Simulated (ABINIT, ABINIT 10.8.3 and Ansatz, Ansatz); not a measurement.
# BaAlGeH (P3m1): Bethe-Salpeter spectra with ABINIT

Aim: follow the lowest exciton of BaAlGeH (P3m1) as the mesh is refined.

Calculated with ABINIT 10.8.3 and Ansatz 0.2.0; PBEsol and many-body steps on it, plane waves.

## (1) The structure

The structure is trigonal, space group P3m1 (No. 156). Conventional cell: a = 4.345 Å, b = 4.345 Å, c = 5.216 Å, α = 90.00°, β = 90.00°, γ = 120.00°. Nearest to Ba lie 3 H at 2.60 Å. Nearest to Al lie 1 H at 1.73 Å and 3 Ge at 2.55 Å. Nearest to Ge lie 3 Al at 2.55 Å. Nearest to H lie 1 Al at 1.73 Å and 3 Ba at 2.60 Å. Farther neighbours are not listed.

The cell and positions come from the Crystallography Open Database and are kept as given unless a step says otherwise. Spin-orbit coupling is left out unless a step names it.

## (2) Empty states on the mesh, 3×3×2 mesh, 63 bands

This step: ABINIT 10.8.3; DFT, PBEsol, plane waves, norm-conserving pseudopotentials.

The sums over transitions need many empty states on a uniform mesh; this step solves for them.

Input file run.abi:

```
acell 3*1.0 Angstrom
rprim 
  4.344840000012 -0.000000000003 0.000000000000
  -2.172420000004 3.762741815391 0.000000000000
  0.000000000000 0.000000000000 5.216060000000
ntypat 4
znucl 56 13 32 1
natom 4
typat 1 2 3 4
xred 
  0.000000000000 0.000000000000 0.000000000000
  0.666666666667 0.333333333333 0.539500000000
  0.333333333333 0.666666666667 0.455100000000
  0.666666666667 0.333333333333 0.870300000000
pp_dirpath "pseudos"
pseudos "Ba.upf, Al.upf, Ge.upf, H.upf"
ecut 56
ngkpt 3 3 2
nshiftk 1
shiftk 0 0 0
kptopt 1
chksymbreak 0
iscf -2
irdden 1
istwfk *1
nband 63
nbdbuf 4
tolwfr 1e-09
nstep 60
prtvol 0
indata_prefix "in"
outdata_prefix "out"
tmpdata_prefix "tmp"
```

The run is started by

```bash
$ OMP_NUM_THREADS=1 mpirun -n 4 abinit run.abi > log
```

Numbers of over 12 decimals in the logs are rounded to 6 here.

Log:

```text
.Version 10.8.3 of ABINIT. v10.8.2 released Aug 2026.

 Symmetries : space group P3 m 1 (#156); Bravais hP (primitive hexag.)
[... echo of the input left out ...]
== DATASET  1 ==================================================================
-   mpi_nproc: 4, omp_nthreads: 1 (-1 if OMP is not activated)

--- !DatasetInfo
iteration_state: {dtset: 1, }
dimensions: {natom: 4, nkpt: 6, mband: 63, nsppol: 1, nspinor: 1, nspden: 1, mpw: 11532, }
cutoff_energies: {ecut:  56.0, pawecutdg:  -1.0, }
[...]
0.91104    0.91379    0.91379    0.94570    0.95937    0.95937    1.00074    1.00074
   1.03774    1.06806    1.07705    1.07705    1.12627    1.12627    1.12628    1.12864
   1.20516    1.23647    1.23647    1.24244    1.24244    1.29666    1.31123
 prteigrs : prtvol=0 or 1, do not print more k-points.

== END DATASET(S) ==============================================================
================================================================================

 -outvars: echo values of variables after computation  --------
            nband          63
             nkpt           6
          spgroup         156
 [... the other variables as echoed above ...]

 Calculation completed.
```

Elapsed: 35 s, on 4 MPI ranks of AMD EPYC 7R13 (Zen 3), shared host; peak memory 0.46 GiB.

This step gave:

| Item | Value |
| --- | --- |
| gap | 1.132 eV |
| k of the valence top | 0, 0, 0.5 |
| k of the conduction bottom | 0, 0, 0 |
| least direct gap | 1.350 eV |
| k points computed | 6 |
| lowest point of the top converged band, above the valence top | 27.76 eV |

On this mesh the gap is 1.132 eV.

The density comes from a self-consistent run that is not shown.

## (3) Screening, 3×3×2 mesh, 59 bands, screening to 98 eV

The RPA dielectric matrix is built and inverted for each q.

This step: RPA screening on PBEsol, plane waves, norm-conserving pseudopotentials.

run.abi: that of step 2 with these lines changed.

```diff
@@ -22,10 +22,11 @@
 chksymbreak 0
-iscf -2
-irdden 1
 istwfk *1
-nband 63
-nbdbuf 4
-tolwfr 1e-09
-nstep 60
-prtvol 0
+occopt 1
+irdwfk 1
+optdriver 3
+nband 59
+ecuteps 3.6
+inclvkb 2
+awtr 1
+symchi 1
 indata_prefix "in"
```

Log:

```text
.Version 10.8.3 of ABINIT. v10.8.2 released Aug 2026.

 Symmetries : space group P3 m 1 (#156); Bravais hP (primitive hexag.)
[... echo of the input left out ...]
== DATASET  1 ==================================================================
-   mpi_nproc: 4, omp_nthreads: 1 (-1 if OMP is not activated)

--- !DatasetInfo
iteration_state: {dtset: 1, }
dimensions: {natom: 4, nkpt: 6, mband: 59, nsppol: 1, nspinor: 1, nspden: 1, mpw: 11532, }
cutoff_energies: {ecut:  56.0, pawecutdg:  -1.0, }
[...]
--------------------------------------------------------------------------------
[... chi0 elements left out ...]
 For q-point:  0.000010 0.000020 0.000030
  dielectric constant =  25.8098
  dielectric constant without local fields =  29.0131

  Average fulfillment of the sum rule on Im[epsilon] for q-point    1 :     36.76  [%]
[... wings left out ...]
  q-point number  2        q = ( 0.333333, 0.000000, 0.000000) [r.l.u.]
--------------------------------------------------------------------------------
[... chi0 elements left out ...]
  Average fulfillment of the sum rule on Im[epsilon] for q-point    2 :     43.93  [%]

 [... 4 further q-points ...]
```

Elapsed: 14 s, on 4 MPI ranks; peak memory 1 GiB; 54 s of CPU time.

Numbers from this step:

```yaml
eps_infinity_with_local_fields_on_this_mesh_along_the_program_s_q_direction: 25.81
the_same_without_local_fields: 29.01
plasma_frequency: 24.13 eV
plane_waves_in_the_screening_matrix: 201
```

Local fields lower ε∞ by 11 %. On a Γ-centred mesh this coarse the value itself is usually too large, while a short band sum pulls it down.

## (4) Self-energy, 3×3×2 mesh, 59 bands, screening to 98 eV

The self-energy is evaluated for the states that the input lists, and the levels follow from it, in one-shot runs by the linearised quasiparticle equation.

This step: G0W0 on PBEsol, plane waves, norm-conserving pseudopotentials.

run.abi: that of step 3 with these lines changed.

```diff
@@ -25,8 +25,17 @@
 irdwfk 1
-optdriver 3
+optdriver 4
 nband 59
+gwcalctyp 0
+ecutsigx 56
+symsigma 1
+nkptgw 2
+kptgw 
+  0.0000000000 0.0000000000 0.5000000000
+  0.0000000000 0.0000000000 0.0000000000
+bdgw 
+  16 21
+  17 21
 ecuteps 3.6
-inclvkb 2
-awtr 1
-symchi 1
+irdscr 1
+ppmodel 1
 indata_prefix "in"
```

Log:

```text
.Version 10.8.3 of ABINIT. v10.8.2 released Aug 2026.

 Symmetries : space group P3 m 1 (#156); Bravais hP (primitive hexag.)
[... echo of the input left out ...]
== DATASET  1 ==================================================================
-   mpi_nproc: 4, omp_nthreads: 1 (-1 if OMP is not activated)

--- !DatasetInfo
iteration_state: {dtset: 1, }
dimensions: {natom: 4, nkpt: 6, mband: 59, nsppol: 1, nspinor: 1, nspden: 1, mpw: 11532, }
cutoff_energies: {ecut:  56.0, pawecutdg:  -1.0, }
[...]
Band     E0 <VxcDFT>   SigX SigC(E0)      Z dSigC/dE  Sig(E)    E-E0       E
[...]
20   9.188 -10.155  -5.636  -3.717   0.786  -0.273  -9.525   0.630   9.818
       21   9.188 -10.155  -5.636  -3.717   0.786  -0.273  -9.525   0.630   9.818

== END DATASET(S) ==============================================================
================================================================================

 -outvars: echo values of variables after computation  --------
           etotal      0.0000000000E+00
            nband          59
             nkpt           6
          spgroup         156
 [... the other variables as echoed above ...]

 Calculation completed.
```

Wall time 8.2 s (4 MPI ranks); peak memory 1 GiB.

This step gave:

```
G0W0 gap on the points computed              : 1.476 eV
starting gap on the mesh                     : 1.132 eV
k of the valence top                         : 0, 0, 0.5
k of the conduction bottom                   : 0, 0, 0
least direct G0W0 gap on the computed points : 1.798 eV
```

The gap on the mesh goes from 1.13 eV to 1.48 eV, a correction of +0.34 eV.

The gap opens by 0.344 eV; the next steps shift the empty bands rigidly by 0.344 eV. The least direct G0W0 gap is 1.798 eV, so this shift leaves the direct transitions −0.10 eV off.

## (5) Excitons

Light makes an electron and a hole together. The Bethe-Salpeter equation adds their screened attraction and their exchange, in a window of bands around the gap.

This step: Bethe-Salpeter equation on PBEsol with a scissors shift, plane waves, norm-conserving pseudopotentials.

run.abi: that of step 4 with these lines changed.

```diff
@@ -25,17 +25,17 @@
 irdwfk 1
-optdriver 4
-nband 59
-gwcalctyp 0
-ecutsigx 56
-symsigma 1
-nkptgw 2
-kptgw 
-  0.0000000000 0.0000000000 0.5000000000
-  0.0000000000 0.0000000000 0.0000000000
-bdgw 
-  16 21
-  17 21
+optdriver 99
+bs_calctype 1
+mbpt_sciss 0.344 eV
+bs_loband 15
+nband 27
+bs_exchange_term 1
+bs_coulomb_term 11
+bs_coupling 0
+bs_algorithm 1
+bs_freq_mesh 0 8 0.05 eV
+zcut 0.15 eV
 ecuteps 3.6
+ecutwfn 28
+inclvkb 2
 irdscr 1
-ppmodel 1
 indata_prefix "in"
```

Log:

```text
.Version 10.8.3 of ABINIT. v10.8.2 released Aug 2026.

 Symmetries : space group P3 m 1 (#156); Bravais hP (primitive hexag.)
[... echo of the input left out ...]
== DATASET  1 ==================================================================
-   mpi_nproc: 4, omp_nthreads: 1 (-1 if OMP is not activated)

--- !DatasetInfo
iteration_state: {dtset: 1, }
dimensions: {natom: 4, nkpt: 6, mband: 27, nsppol: 1, nspinor: 1, nspden: 1, mpw: 4091, }
cutoff_energies: {ecut:  28.0, pawecutdg:  -1.0, }
electrons: {nelect:   3.60000000E+01, charge:   0.00000000E+00, occopt:   1.00000000E+00, tsmear:   1.00000000E-02, }

 Exciton: Calculation of dielectric properties by solving the Bethe-Salpeter equation
 in frequency domain and reciprocal space on a transitions basis set.
 Based on a program developed by L. Reining, V. Olevano, F. Sottile,
 S. Albrecht, and G. Onida. Incorporated in ABINIT by M. Giantomassi.

.Using double precision arithmetic ; gwpc =  8

[... cell and pseudopotentials left out ...]
--------------------------------------------------------------------------------

 ==== K-mesh for the wavefunctions ====
 Number of points in the irreducible wedge :     6
[... list of points left out ...]
 Together with  6 symmetry operations and time-reversal symmetry
 yields    18 points in the full Brillouin Zone.

 ==== Q-mesh for the screening function ====
 Number of points in the irreducible wedge :     6
[... list of points left out ...]
 Together with  6 symmetry operations and time-reversal symmetry
 yields    18 points in the full Brillouin Zone.

 vcoul_init : cutoff-mode = AUXILIARY_FUNCTION
 q-points for optical limit:   1
     1)      0.000010    0.000020    0.000030
 setmesh: FFT mesh size selected  =    24x   24x   32
          total number of points  =        18432

 ==== Fundamental parameters for the solution of the Bethe-Salpeter equation: ====
 Algorithm: Direct diagonalization.
 Dimension of the v, W matrices,  npweps  = 201
 Cutoff for the wavefunctions,    npwwfn  = 4091
 Number of k-points in the IBZ,   nkibz   = 6
 Highest empty band included,     nband   = 27
 === Spin UP ===
 Number of resonant transitions          648
 Lowest occupied state                   15
 Highest occupied state                  18
 Lowest unoccupied state                 19
 Highest unoccupied state                27
 Minimum frequency [eV]           Emin    =   0.00
 Maximum frequency [eV]           Emax    =   8.00
 Frequency step [eV]              dE      =   0.05
 Lorentzian broadening [eV]       eta     =   0.15
 RPA L0 with KS energies and KS wavefunctions
 Scissors operator energy [eV] =          0.34
 Local fields effects (v term) included
 Excitonic effects (W term) included
 Full W_GG' included
 W is read from an external SCR file
 Resonant-only calculation (Hermitian case)

 Calculating epsilon_Macro(q-->0,w), along the following directions:
 q = (  1.131679  0.000000  0.000000) [r.l.u.]
 q = (  0.000000  1.131679  0.000000) [r.l.u.]
 q = (  0.000000  0.000000  1.568778) [r.l.u.]
 q = (  1.306751 -0.653375  0.000000) [r.l.u.]
 q = ( -0.000000  1.131679  0.000000) [r.l.u.]
 q = (  0.000000  0.000000  1.568778) [r.l.u.]
 Number of electrons calculated from density =   35.8720; Expected =   36.0000
 average of density, n =  0.062336
 r_s =    1.5646
 omega_plasma =   24.0838 [eV]

. Writing resonant excitonic Hamiltonian on file out_BSR; file size=   0.00 [Gb].
 Direct diagonalization of the resonant excitonic Hamiltonian, Matrix size= 648
. Using LAPACK sequential version.
 Excitonic eigenvalues in eV up to n=   32
   1.61174   1.61669   1.62203   1.79691   1.80395   1.98972   1.99022   2.01622
   2.01632   2.02906   2.05980   2.16867   2.17238   2.17269   2.19881   2.23017
   2.23333   2.25249   2.25515   2.25685   2.33590   2.35297   2.35434   2.39622
   2.40174   2.40189   2.70654   2.72175   2.72903   2.73106   2.74531   2.76230

 First excitonic eigenvalue=    1.61 [eV]
 Last  excitonic eigenvalue=   13.89 [eV]

 GW  direct gap       1.69  0.00 [eV]
 EXC direct gap       1.61  0.00 [eV]
 EXC binding energy   0.08  0.00 [eV]

 Excitonic eigenvalues up to the GW energy gap [eV]
  1 (  1.61  0.00)
  2 (  1.62  0.00)
  3 (  1.62  0.00)

 Macroscopic dielectric function:
 omega [eV] <KS_RPA_nlf>  <GW_RPA_nlf>  <BSE>
   0.0000  30.0393   0.0000  25.8048   0.0000  28.1665   0.0000
   0.0500  30.0595   0.1255  25.8165   0.0721  28.1826   0.0992
   0.1000  30.1202   0.2524  25.8518   0.1448  28.2309   0.1993
   0.1500  30.2222   0.3821  25.9110   0.2185  28.3119   0.3012
   0.2000  30.3665   0.5162  25.9944   0.2938  28.4263   0.4058
   0.2500  30.5546   0.6564  26.1026   0.3713  28.5751   0.5143
   0.3000  30.7887   0.8046  26.2365   0.4517  28.7596   0.6278
   0.3500  31.0714   0.9628  26.3970   0.5357  28.9816   0.7475
   0.4000  31.4060   1.1338  26.5853   0.6239  29.2432   0.8749
   0.4500  31.7966   1.3204  26.8029   0.7174  29.5468   1.0116

 Writing KS-RPA macroscopic dielectric function without local fields to file: out_RPA_NLF_MDF
 Writing GW-RPA macroscopic dielectric function without local fields to file: out_GW_NLF_MDF
 Writing EXC Macroscopic dielectric function to file: out_EXC_MDF

== END DATASET(S) ==============================================================
================================================================================

 -outvars: echo values of variables after computation  --------
           etotal      0.0000000000E+00
            nband          27
             nkpt           6
          spgroup         156
 [... the other variables as echoed above ...]

 Calculation completed.
```

Elapsed: 14 s, on 4 MPI ranks; peak memory 0.47 GiB; 55 s of CPU time.

This step gave:

| Property | Result |
| --- | --- |
| direct gap of the transition levels | 1.694 eV |
| transitions in the window | 648 |
| first strong exciton (over a fiftieth of the strongest listed) | 1.612 eV |
| lowest state | 1.612 eV |
| binding of the lowest state below the direct gap | 0.08195 eV |
| Coulomb term of one mesh cell | 0.1374 eV |

The binding is 0.60 times the screened Coulomb term of one mesh cell (0.14 eV), so it is not shown settled.

The lowest state lies at 1.612 eV, 0.082 eV under the direct gap.

Lines within 3 meV are set at the lowest of them, and the highest group, which the list may cut short, is left out. Exciton lines, with heights relative to the strongest:

```csv
position (eV),lines merged,"oscillator strength, relative"
1.612,1,23
1.617,1,93
1.622,1,100
1.797,1,29
1.804,1,29
1.990,2,0.6
2.016,2,15
2.029,1,6.2
2.060,1,28
2.169,1,1.5
2.172,2,21
2.199,1,0.1
```

The ε₂ has structure finer than the step of the table below, so its rows give means over 0.25 eV, whole bins alone (the curve runs from 0 to 7.95 eV). Peaks (eV: height): BSE 1.650: 62.8, 2.300: 51.3, 3.200: 26.5; no electron-hole interaction 1.800: 47.5, 2.450: 52.5, 3.350: 32.1; Kohn-Sham, no shift 1.450: 47.4, 2.100: 52.5, 3.000: 32.1.

Mean over the three Cartesian directions of q; broadening 0.15 eV; transition window only. Limits: finite bands, cutoff and mesh; no spin-orbit coupling; coarse k mesh; exciton not shown settled in the k mesh. The ε₂ by photon energy; means over each step:

```csv
photon energy (eV),BSE,no electron-hole interaction,"Kohn-Sham, no shift"
0.25,0.520,0.375,0.667
0.50,1.18,0.826,1.56
0.75,2.22,1.48,3.16
1.00,4.36,2.64,7.40
1.25,10.9,5.37,25.3
1.50,39.9,15.6,45.5
1.75,50.2,42.5,38.4
2.00,36.4,40.8,47.9
2.25,46.9,43.0,33.6
2.50,29.0,44.3,16.2
2.75,15.1,19.2,18.0
3.00,17.1,16.1,27.7
3.25,22.6,25.6,16.0
3.50,12.2,20.3,15.4
3.75,11.6,15.1,15.7
4.00,12.3,16.0,12.2
4.25,9.71,13.3,9.14
4.50,8.02,11.3,4.19
4.75,4.41,5.24,4.82
5.00,4.54,4.24,5.96
5.25,5.29,5.72,6.57
5.50,4.58,6.30,6.08
5.75,5.77,6.61,6.60
6.00,7.41,5.99,5.13
6.25,5.13,6.28,3.57
6.50,3.20,3.80,3.53
6.75,4.27,3.63,2.21
7.00,3.28,2.82,1.72
7.25,2.04,1.64,2.37
7.50,2.66,2.27,1.93
7.75,2.01,2.07,1.64
```

## (6) Triplet (no exchange term)

run.abi: that of step 5 with these lines changed.

```diff
@@ -28,5 +28,5 @@
 mbpt_sciss 0.344 eV
-bs_loband 15
-nband 27
-bs_exchange_term 1
+bs_loband 16
+nband 24
+bs_exchange_term 0
 bs_coulomb_term 11
@@ -34,3 +34,3 @@
 bs_algorithm 1
-bs_freq_mesh 0 8 0.05 eV
+bs_freq_mesh 0 6 0.05 eV
 zcut 0.15 eV
```

Log:

```text
.Version 10.8.3 of ABINIT. v10.8.2 released Aug 2026.

 Symmetries : space group P3 m 1 (#156); Bravais hP (primitive hexag.)
[... echo of the input left out ...]
== DATASET  1 ==================================================================
-   mpi_nproc: 4, omp_nthreads: 1 (-1 if OMP is not activated)

--- !DatasetInfo
iteration_state: {dtset: 1, }
dimensions: {natom: 4, nkpt: 6, mband: 24, nsppol: 1, nspinor: 1, nspden: 1, mpw: 4091, }
cutoff_energies: {ecut:  28.0, pawecutdg:  -1.0, }
electrons: {nelect:   3.60000000E+01, charge:   0.00000000E+00, occopt:   1.00000000E+00, tsmear:   1.00000000E-02, }

 Exciton: Calculation of dielectric properties by solving the Bethe-Salpeter equation
 in frequency domain and reciprocal space on a transitions basis set.
 Based on a program developed by L. Reining, V. Olevano, F. Sottile,
 S. Albrecht, and G. Onida. Incorporated in ABINIT by M. Giantomassi.

.Using double precision arithmetic ; gwpc =  8

[... cell and pseudopotentials left out ...]
--------------------------------------------------------------------------------

 ==== K-mesh for the wavefunctions ====
 Number of points in the irreducible wedge :     6
[... list of points left out ...]
 Together with  6 symmetry operations and time-reversal symmetry
 yields    18 points in the full Brillouin Zone.

 ==== Q-mesh for the screening function ====
 Number of points in the irreducible wedge :     6
[... list of points left out ...]
 Together with  6 symmetry operations and time-reversal symmetry
 yields    18 points in the full Brillouin Zone.

 vcoul_init : cutoff-mode = AUXILIARY_FUNCTION
 q-points for optical limit:   1
     1)      0.000010    0.000020    0.000030
 setmesh: FFT mesh size selected  =    24x   24x   32
          total number of points  =        18432
[...]
q = (  0.000000  0.000000  1.568778) [r.l.u.]
 Number of electrons calculated from density =   35.8720; Expected =   36.0000
 average of density, n =  0.062336
 r_s =    1.5646
 omega_plasma =   24.0838 [eV]

. Writing resonant excitonic Hamiltonian on file out_BSR; file size=   0.00 [Gb].
 Direct diagonalization of the resonant excitonic Hamiltonian, Matrix size= 324
. Using LAPACK sequential version.
 Excitonic eigenvalues in eV up to n=   32
   1.54693   1.55111   1.55658   1.77560   1.78249   1.89327   1.92809   1.92982
   1.96391   2.00158   2.00171   2.13522   2.14488   2.15198   2.15227   2.16373
   2.16759   2.19327   2.21385   2.21405   2.29309   2.29486   2.31822   2.37718
   2.37757   2.39623   2.66983   2.69271   2.69324   2.70257   2.71825   2.73853

 First excitonic eigenvalue=    1.55 [eV]
 Last  excitonic eigenvalue=    9.39 [eV]

 GW  direct gap       1.69  0.00 [eV]
 EXC direct gap       1.55  0.00 [eV]
 EXC binding energy   0.15  0.00 [eV]

 Excitonic eigenvalues up to the GW energy gap [eV]
  1 (  1.55  0.00)
  2 (  1.55  0.00)
  3 (  1.56  0.00)

 Macroscopic dielectric function:
 omega [eV] <KS_RPA_nlf>  <GW_RPA_nlf>  <BSE>
   0.0000  29.6650   0.0000  25.4472   0.0000  30.0948   0.0000
   0.0500  29.6852   0.1254  25.4590   0.0720  30.1142   0.1202
   0.1000  29.7459   0.2522  25.4942   0.1446  30.1726   0.2415
[...]
0.4000  31.0305   1.1329  26.2267   0.6231  31.4010   1.0700
   0.4500  31.4208   1.3194  26.4441   0.7165  31.7714   1.2406

 Writing KS-RPA macroscopic dielectric function without local fields to file: out_RPA_NLF_MDF
 Writing GW-RPA macroscopic dielectric function without local fields to file: out_GW_NLF_MDF
 Writing EXC Macroscopic dielectric function to file: out_EXC_MDF

== END DATASET(S) ==============================================================
================================================================================

 -outvars: echo values of variables after computation  --------
           etotal      0.0000000000E+00
            nband          24
             nkpt           6
          spgroup         156
 [... the other variables as echoed above ...]

 Calculation completed.
```

Run time: 7.4 s. Hardware: 4 MPI ranks; peak memory 0.46 GiB; 29 s of CPU time.

The lowest triplet lies at 1.547 eV; without spin-orbit coupling triplets are dark, so no spectrum is read.

(Continued in part 2 of 3.)

[Paths, hosts, dates, memory and timing lines, banners, echoed tables and standing remarks are left out of the program output.]

[Logs are printed without paths, hosts, clocks, repeated set-up lines and the standing remarks that a program may print on its own settings, such as how far it seeks lower states.]

[Runs of the session that timed out or met a known fault of the program may be left out.]

[Hosts, paths, dates, database ids (printed as entryN), source tags and the programs' standing remarks are cut or masked in the printed files.]

[G0W0 gaps are taken among the corrected bands and points alone; a level outside them can change the order at an edge.]

[Where Ansatz stands beside ABINIT at settings called matched, ABINIT's density can come from a denser mesh and the files from another edition; pairs whose starting gaps differed by over 0.03 eV were left out, so agreement reads better than it is.]
